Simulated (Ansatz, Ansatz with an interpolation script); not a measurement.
Planning a run of Ansatz 0.2.0 on SrTiO3 (Tausonite). The input:

```yaml
crystal:
  lattice:
    - [3.90528, 0.0, 0.0]
    - [0.0, 3.90528, 0.0]
    - [0.0, 0.0, 3.90528]
  atoms:
    - { symbol: Sr, position: [0.5, 0.5, 0.5] }
    - { symbol: Ti, position: [0.0, 0.0, 0.0] }
    - { symbol: O, position: [0.5, 0.0, 0.0] }
    - { symbol: O, position: [0.0, 0.5, 0.0] }
    - { symbol: O, position: [0.0, 0.0, 0.5] }
kpoints:
  mp_grid: { grid: [8, 8, 8] }
hamiltonian:
  xc: lda
  pseudopotentials: { kind: paw, azcp: { folder: soft_1 }, xc_functional: pbe }
scf:
  occupations: { method: fixed }
gw:
  n_empty_bands: 96
  ecut_chi: 80
  qp_bands: [v9, c3]
  screening: { model: contour_deformation }
```

```sh
ansatz run input.yaml --threads 3 --pin off --max-ram 92160MiB --backend cuda --events-out ev --progress --plain --runs-dir out --devices 1 --max-vram 13GiB
```

Estimate wall time and host memory on 1 × NVIDIA H100 80GB HBM3 (shared by 6 runs) with 3 threads of AMD EPYC 7R13 (Zen 3), shared host.

It took 1.8 min; on shared hardware allow 54 s to 3.6 min. Peak host memory was 1.3 GiB. The sizes that set the cost: 1189 plane waves a state, 35 irreducible k points, 116 bands summed, 93 plane waves in the screening and 8 SCF cycles.

The screening grows as filled bands × empty bands × pairs of k points, times the square of the screening basis for the matrix.

[Paths, hosts, dates, memory and timing lines, banners, echoed tables and standing remarks are left out of the program output.]

[Logs are printed without paths, hosts, clocks, repeated set-up lines and the standing remarks that a program may print on its own settings, such as how far it seeks lower states.]

[Runs of the session that timed out or met a known fault of the program may be left out.]

[Hosts, paths, dates, database ids (printed as entryN), source tags and the programs' standing remarks are cut or masked in the printed files.]
